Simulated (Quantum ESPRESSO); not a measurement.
# Constrained canting in MnI2

Wanted: bilinear and biquadratic couplings of MnI2 from constrained non-collinear runs.

Calculated with Quantum ESPRESSO 7.5; LDA with U = 4 eV on Mn d (ortho-atomic projectors); plane waves with GBRV 1.5 LDA potentials, no spin-orbit coupling.

The database entry behind the starting cell has ideal inner coordinates that were not refined, so it need not match the best structure at ambient conditions.

## (1) Starting point

Symmetry: P-3m1, No. 164, trigonal system. The conventional cell has a = 4.160 Å, b = 4.160 Å, c = 6.820 Å, α = 90.00°, β = 90.00°, γ = 120.00°. Nearest to Mn lie 6 I at 2.95 Å. Nearest to I lie 3 Mn at 2.95 Å. Farther neighbours and most contacts between anions are not listed.

The cell comes from the Crystallography Open Database.

## (2) The collinear order that defines the sublattices

Typed as antiferro q=(0,1/2,0) +-. The wavevector q is in fractions of the reciprocal vectors of the crystal's primitive cell, as the cells of these inputs are built from it; moments change sign between cells as cos(2π q·R).

Input file pw.in:

```
&CONTROL
  calculation = 'scf'
  prefix = 'pwscf'
  outdir = './tmp'
  pseudo_dir = './pseudo'
  disk_io = 'nowf'
/
&SYSTEM
  ibrav = 0
  celldm(1) = 8
  nat = 6
  ntyp = 3
  ecutwfc = 34
  ecutrho = 238
  nbnd = 39
  occupations = 'smearing'
  smearing = 'fd'
  degauss = 0.00734986
  nspin = 2
  starting_magnetization(1) = 0.3
  starting_magnetization(2) = -0.3
  starting_magnetization(3) = 0
/
&ELECTRONS
  conv_thr = 6d-08
  electron_maxstep = 150
  mixing_beta = 0.3
/
ATOMIC_SPECIES
Mn1    54.9380 mn_lda_v1.5.uspp.F.UPF
Mn2    54.9380 mn_lda_v1.5.uspp.F.UPF
I     126.9045 i_lda_v1.uspp.F.UPF
CELL_PARAMETERS alat
   0.9826575848054    0.0000000000000    0.0000000000000
  -0.9826575848054    1.7020128633054    0.0000000000000
   0.0000000000000    0.0000000000000    1.6109915212435
ATOMIC_POSITIONS crystal
Mn1     0.0000000000    0.0000000000    0.0000000000
Mn2     0.0000000000    0.5000000000    0.0000000000
I       0.3333333333    0.3333333334    0.2500000000
I       0.3333333333    0.8333333333    0.2500000000
I       0.6666666667    0.1666666666    0.7500000000
I       0.6666666667    0.6666666666    0.7500000000
K_POINTS automatic
4 2 2 0 0 0
HUBBARD {ortho-atomic}
U Mn1-3d 4.0000
U Mn2-3d 4.0000
```

Command:

```console
$ OMP_NUM_THREADS=1 mpirun -n 4 pw.x -nk 2 -in pw.in > pw.out
```

What it wrote:

```text
Program PWSCF v.7.5 starts

     Message from routine setup:
     using ibrav=0 with symmetry is DISCOURAGED, use correct ibrav instead

     K-points division:     npool     =       2
     R & G space division:  proc/nbgrp/npool/nimage =       2
     Subspace diagonalization in iterative solution of the eigenvalue problem:

     Parallelization info
     --------------------
     sticks:   dense  smooth     PW     G-vecs:    dense   smooth      PW
     Min        1018     583    182                42699    18469    3176
     Max        1019     584    183                42700    18472    3179
     Sum        2037    1167    365                85399    36941    6355

     Using Slab Decomposition

     bravais-lattice index     =            0
     lattice parameter (alat)  =       8.0000  a.u.
     unit-cell volume          =    1379.5208 (a.u.)^3
     number of atoms/cell      =            6
     number of atomic types    =            3
     number of electrons       =        58.00
     number of Kohn-Sham states=           39
     kinetic-energy cutoff     =      34.0000  Ry
     charge density cutoff     =     238.0000  Ry
     scf convergence threshold =      6.0E-08
     mixing beta               =       0.3000
     number of iterations used =            8  plain     mixing
     Exchange-correlation= SLA  PZ   NOGX NOGC
                           (   1   1   0   0   0   0   0)
     Hubbard projectors: ortho-atomic
     Hubbard parameters of DFT+U (Dudarev formulation) in eV:
     U(Mn1-3d) =  4.0000
     U(Mn2-3d) =  4.0000

     Internal variables: lda_plus_u =T, lda_plus_u_kind = 0

     Internal variables: orbital_resolved =F, hub_pot_fix =F, apply_U = F

     celldm(1)=   8.000000  celldm(2)=   0.000000  celldm(3)=   0.000000
     celldm(4)=   0.000000  celldm(5)=   0.000000  celldm(6)=   0.000000

     crystal axes: (cart. coord. in units of alat)
               a(1) = (   0.982658   0.000000   0.000000 )
               a(2) = (  -0.982658   1.702013   0.000000 )
               a(3) = (   0.000000   0.000000   1.610992 )

     reciprocal axes: (cart. coord. in units 2 pi/alat)
               b(1) = (  1.017648  0.587540 -0.000000 )
               b(2) = (  0.000000  0.587540  0.000000 )
               b(3) = (  0.000000 -0.000000  0.620736 )

     PseudoPot. # 1 for Mn read from file:
     mn_lda_v1.5.uspp.F.UPF
     Pseudo is Ultrasoft + core correction, Zval = 15.0
     Generated by new atomic code, or converted to UPF format
     Using radial grid of  859 points,  6 beta functions with:
                l(1) =   0
                l(2) =   0
                l(3) =   1
                l(4) =   1
                l(5) =   2
                l(6) =   2
     Q(r) pseudized with  8 coefficients,  rinner =    0.950   0.950   0.950
                                                       0.950   0.950

     PseudoPot. # 2 for Mn read from file:
     mn_lda_v1.5.uspp.F.UPF
     Pseudo is Ultrasoft + core correction, Zval = 15.0
     Generated by new atomic code, or converted to UPF format
     Using radial grid of  859 points,  6 beta functions with:
                l(1) =   0
                l(2) =   0
                l(3) =   1
                l(4) =   1
                l(5) =   2
                l(6) =   2
     Q(r) pseudized with  8 coefficients,  rinner =    0.950   0.950   0.950
                                                       0.950   0.950

     PseudoPot. # 3 for I  read from file:
     i_lda_v1.uspp.F.UPF
     Pseudo is Ultrasoft + core correction, Zval =  7.0
     Generated by new atomic code, or converted to UPF format
     Using radial grid of  893 points,  6 beta functions with:
                l(1) =   0
                l(2) =   0
                l(3) =   1
                l(4) =   1
                l(5) =   2
                l(6) =   2
     Q(r) pseudized with  8 coefficients,  rinner =    1.500   1.500   1.500
                                                       1.500   1.500

     atomic species   valence    mass     pseudopotential
     Mn1              15.00    54.93800     Mn( 1.00)
     Mn2              15.00    54.93800     Mn( 1.00)
     I                 7.00   126.90450     I ( 1.00)

     Starting magnetic structure
     atomic species   magnetization
     Mn1             0.300
     Mn2            -0.300
     I               0.000

      4 Sym. Ops., with inversion, found

   Cartesian axes

     site n.     atom                  positions (alat units)
         1        Mn1    tau(   1) = (   0.0000000   0.0000000   0.0000000  )
         2        Mn2    tau(   2) = (  -0.4913288   0.8510064   0.0000000  )
         3        I      tau(   3) = (  -0.0000000   0.5673376   0.4027479  )
         4        I      tau(   4) = (  -0.4913288   1.4183441   0.4027479  )
         5        I      tau(   5) = (   0.4913288   0.2836688   1.2082436  )
         6        I      tau(   6) = (   0.0000000   1.1346752   1.2082436  )

     number of k points=    10  Fermi-Dirac smearing, width (Ry)=  0.0073
                       cart. coord. in units 2pi/alat
        k(    1) = (   0.0000000   0.0000000   0.0000000), wk =   0.0625000
        k(    2) = (   0.0000000   0.0000000  -0.3103679), wk =   0.0625000
        k(    3) = (   0.0000000  -0.2937698   0.0000000), wk =   0.0625000
        k(    4) = (   0.0000000  -0.2937698  -0.3103679), wk =   0.0625000
        k(    5) = (   0.2544121   0.1468849   0.0000000), wk =   0.2500000
        [... 5 further k-points ...]

     Dense  grid:    85399 G-vectors     FFT dimensions: (  40,  80,  64)

     Smooth grid:    36941 G-vectors     FFT dimensions: (  30,  60,  48)

     Check: negative core charge=   -0.000008
     Generating pointlists ...
     new r_m :   0.2870 (alat units)  2.2960 (a.u.) for type    1
     new r_m :   0.2870 (alat units)  2.2960 (a.u.) for type    2
     new r_m :   0.2870 (alat units)  2.2960 (a.u.) for type    3

     Initial potential from superposition of free atoms

     starting charge      56.9995, renormalised to      58.0000

     STARTING HUBBARD OCCUPATIONS:

     =================== HUBBARD OCCUPATIONS ===================
     ------------------------ ATOM    1 ------------------------
     Tr[ns(  1)] (up, down, total) =   5.00000  0.00000  5.00000
     Atomic magnetic moment for atom   1 =   5.00000
     [... lines left out ...]
     ------------------------ ATOM    2 ------------------------
     Tr[ns(  2)] (up, down, total) =   0.00000  5.00000  5.00000
     Atomic magnetic moment for atom   2 =  -5.00000
     [... lines left out ...]
     Number of occupied Hubbard levels =   10.0000

     Atomic wfc used for Hubbard projectors are orthogonalized

     Starting wfcs are   42 randomized atomic wfcs

     Self-consistent Calculation

     iteration #  1     ecut=    34.00 Ry     beta= 0.30
     Davidson diagonalization with overlap
     ethr =  1.00E-02,  avg # of iterations =  4.2

     =================== HUBBARD OCCUPATIONS ===================
     ------------------------ ATOM    1 ------------------------
     Tr[ns(  1)] (up, down, total) =   4.96747  0.15856  5.12603
     Atomic magnetic moment for atom   1 =   4.80890
     [... lines left out ...]
     ------------------------ ATOM    2 ------------------------
     Tr[ns(  2)] (up, down, total) =   0.15854  4.96772  5.12626
     Atomic magnetic moment for atom   2 =  -4.80918
     [... lines left out ...]
     Number of occupied Hubbard levels =   10.2523

     Threshold (ethr) on eigenvalues was too large:
     Diagonalizing with lowered threshold

     Davidson diagonalization with overlap
     ethr =  6.45E-04,  avg # of iterations =  2.0

     total energy              =    -681.04373175 Ry
     estimated scf accuracy    <       0.40406465 Ry

     total magnetization       =     0.00 Bohr mag/cell
     absolute magnetization    =     9.76 Bohr mag/cell

     iteration #  2     ecut=    34.00 Ry     beta= 0.30
     Davidson diagonalization with overlap
     ethr =  6.97E-04,  avg # of iterations =  2.5

     total energy              =    -681.10674576 Ry
     estimated scf accuracy    <       0.04864198 Ry

     total magnetization       =    -0.00 Bohr mag/cell
     absolute magnetization    =     9.69 Bohr mag/cell

     iteration #  3     ecut=    34.00 Ry     beta= 0.30
     Davidson diagonalization with overlap
     ethr =  8.39E-05,  avg # of iterations =  5.5

     total energy              =    -681.11645797 Ry
     estimated scf accuracy    <       0.01546126 Ry

     total magnetization       =    -0.00 Bohr mag/cell
     absolute magnetization    =     9.71 Bohr mag/cell

     [... further iterations left out ...]

     iteration #  6     ecut=    34.00 Ry     beta= 0.30
     Davidson diagonalization with overlap
     ethr =  9.76E-08,  avg # of iterations =  6.0

     negative rho (up, down):  6.697E-04 6.696E-04

     total energy              =    -681.11948715 Ry
     estimated scf accuracy    <       0.00002503 Ry

     total magnetization       =     0.00 Bohr mag/cell
     absolute magnetization    =     9.74 Bohr mag/cell

     iteration #  7     ecut=    34.00 Ry     beta= 0.30
     Davidson diagonalization with overlap
     ethr =  4.32E-08,  avg # of iterations =  2.6

     negative rho (up, down):  6.713E-04 6.713E-04

     total energy              =    -681.11949239 Ry
     estimated scf accuracy    <       0.00000081 Ry

     total magnetization       =    -0.00 Bohr mag/cell
     absolute magnetization    =     9.74 Bohr mag/cell

     iteration #  8     ecut=    34.00 Ry     beta= 0.30
     Davidson diagonalization with overlap
     ethr =  1.40E-09,  avg # of iterations =  4.0

     negative rho (up, down):  6.711E-04 6.710E-04

     total energy              =    -681.11949289 Ry
     estimated scf accuracy    <       0.00000042 Ry

     total magnetization       =     0.00 Bohr mag/cell
     absolute magnetization    =     9.74 Bohr mag/cell

     iteration #  9     ecut=    34.00 Ry     beta= 0.30
     Davidson diagonalization with overlap
     ethr =  7.17E-10,  avg # of iterations =  2.0

     negative rho (up, down):  6.704E-04 6.704E-04

     Magnetic moment per site  (integrated on atomic sphere of radius R)
     atom   1 (R=0.287)  charge= 13.5533  magn=  4.6080
     atom   2 (R=0.287)  charge= 13.5533  magn= -4.6080
     atom   3 (R=0.287)  charge=  4.7289  magn= -0.0149
     atom   4 (R=0.287)  charge=  4.7289  magn=  0.0149
     atom   5 (R=0.287)  charge=  4.7289  magn=  0.0149
     atom   6 (R=0.287)  charge=  4.7289  magn= -0.0149

     End of self-consistent calculation

     =================== HUBBARD OCCUPATIONS ===================
     ------------------------ ATOM    1 ------------------------
     Tr[ns(  1)] (up, down, total) =   4.99005  0.26762  5.25766
     Atomic magnetic moment for atom   1 =   4.72243
     [... lines left out ...]
     ------------------------ ATOM    2 ------------------------
     Tr[ns(  2)] (up, down, total) =   0.26761  4.99004  5.25766
     Atomic magnetic moment for atom   2 =  -4.72243
     [... lines left out ...]
     Number of occupied Hubbard levels =   10.5153

     [... lines left out ...]
     the Fermi energy is     5.4692 ev

!    total energy              =    -681.11949298 Ry
     estimated scf accuracy    <       0.00000004 Ry
     smearing contrib. (-TS)   =      -0.00000027 Ry
     internal energy E=F+TS    =    -681.11949271 Ry

     The total energy is F=E-TS. E is the sum of the following terms:
     one-electron contribution =    -409.48908459 Ry
     hartree contribution      =     220.33520975 Ry
     xc contribution           =    -242.36955658 Ry
     ewald contribution        =    -249.67059269 Ry
     Hubbard energy            =       0.07453139 Ry

     total magnetization       =    -0.00 Bohr mag/cell
     absolute magnetization    =     9.74 Bohr mag/cell

     convergence has been achieved in   9 iterations

=------------------------------------------------------------------------------=
   JOB DONE.
=------------------------------------------------------------------------------=
```

Run time: 26 s. Hardware: 4 MPI ranks of Arm Neoverse V1, shared host; peak memory 0.61 GiB; 1.7 min of CPU time.

Spin moment in the atom's sphere by atom:

| atom | spin moment in the atom's sphere (μB) |
| --- | --- |
| Mn1 | 4.61 |
| Mn2 | -4.61 |
| I3 | -0.01 |
| I4 | 0.01 |
| I5 | 0.01 |
| I6 | -0.01 |

Numbers from this step:

```
smearing term TS       : 3.67e-6 eV
magnetization          : 0 μB
absolute magnetization : 9.738 μB
final state            : antiferromagnetic
```

## (3) The parallel state in the same cell

This run has no penalty. It is needed because the penalty of the later runs acts on every atom: an induced moment is typed with its parallel value times cos(θ/2) along z and its opposed value times sin(θ/2) along x, rounded to 0.01 μB.

pw.in, as its differences from that of step 2:

```diff
@@ -11,6 +11,6 @@
   nat = 6
-  ntyp = 3
+  ntyp = 2
   ecutwfc = 34
   ecutrho = 238
-  nbnd = 39
+  nbnd = 44
   occupations = 'smearing'
@@ -20,4 +20,3 @@
   starting_magnetization(1) = 0.3
-  starting_magnetization(2) = -0.3
-  starting_magnetization(3) = 0
+  starting_magnetization(2) = 0
 /
@@ -29,4 +28,3 @@
 ATOMIC_SPECIES
-Mn1    54.9380 mn_lda_v1.5.uspp.F.UPF
-Mn2    54.9380 mn_lda_v1.5.uspp.F.UPF
+Mn     54.9380 mn_lda_v1.5.uspp.F.UPF
 I     126.9045 i_lda_v1.uspp.F.UPF
@@ -37,4 +35,4 @@
 ATOMIC_POSITIONS crystal
-Mn1     0.0000000000    0.0000000000    0.0000000000
-Mn2     0.0000000000    0.5000000000    0.0000000000
+Mn      0.0000000000    0.0000000000    0.0000000000
+Mn      0.0000000000    0.5000000000    0.0000000000
 I       0.3333333333    0.3333333334    0.2500000000
@@ -46,3 +44,2 @@
 HUBBARD {ortho-atomic}
-U Mn1-3d 4.0000
-U Mn2-3d 4.0000
+U Mn-3d 4.0000
```

What it wrote:

```text
     [... lines left out ...]
Program PWSCF v.7.5 starts
     [... lines left out ...]
     number of atoms/cell      =            6
     [... lines left out ...]
     number of electrons       =        58.00
     number of Kohn-Sham states=           44
     kinetic-energy cutoff     =      34.0000  Ry
     charge density cutoff     =     238.0000  Ry
     scf convergence threshold =      6.0E-08
     [... lines left out ...]
      4 Sym. Ops., with inversion, found
     [... lines left out ...]
     number of k points=    10  Fermi-Dirac smearing, width (Ry)=  0.0073
     [... lines left out ...]
     iteration # 11     ecut=    34.00 Ry     beta= 0.30
     [... lines left out ...]
     Magnetic moment per site  (integrated on atomic sphere of radius R)
     atom   1 (R=0.287)  charge= 13.5527  magn=  4.6207
     atom   2 (R=0.287)  charge= 13.5527  magn=  4.6207
     atom   3 (R=0.287)  charge=  4.7292  magn=  0.0526
     atom   4 (R=0.287)  charge=  4.7292  magn=  0.0526
     atom   5 (R=0.287)  charge=  4.7292  magn=  0.0526
     atom   6 (R=0.287)  charge=  4.7292  magn=  0.0526
     [... lines left out ...]
     Tr[ns(  1)] (up, down, total) =   4.99055  0.26433  5.25488
     [... lines left out ...]
     Tr[ns(  2)] (up, down, total) =   4.99055  0.26433  5.25488
     [... lines left out ...]
     the Fermi energy is     5.5179 ev
!    total energy              =    -681.11964215 Ry
     estimated scf accuracy    <          7.1E-09 Ry
     smearing contrib. (-TS)   =      -0.00000036 Ry
     [... lines left out ...]
     total magnetization       =    10.00 Bohr mag/cell
     absolute magnetization    =    10.00 Bohr mag/cell
     convergence has been achieved in  11 iterations
```

Run time: 31 s. Hardware: 4 MPI ranks; peak memory 0.63 GiB; 2 min of CPU time.

Spin moment in the atom's sphere by atom:

| atom | spin moment in the atom's sphere (μB) |
| --- | --- |
| Mn1 | 4.62 |
| Mn2 | 4.62 |
| I3 | 0.05 |
| I4 | 0.05 |
| I5 | 0.05 |
| I6 | 0.05 |

Read from the output:

```yaml
smearing_term_ts: 4.89e-6 eV
magnetization: 10 μB
absolute_magnetization: 10 μB
final_state: ferromagnetic
```

(Part 1 of 3 ends here.)

[Logs and program files are shortened in this print: banners, set-up blocks, solver, clock and traceback lines can be left out without a mark of their own.]

[Logs are printed without paths, hosts, clocks, repeated set-up lines and the standing remarks that a program may print on its own settings, such as how far it seeks lower states.]

[Hosts, paths, dates, database ids (printed as entryN), source tags and the programs' standing remarks are cut or masked in the printed files.]

[Where a cell is said to come from a database of computed structures, the database is the Materials Project.]
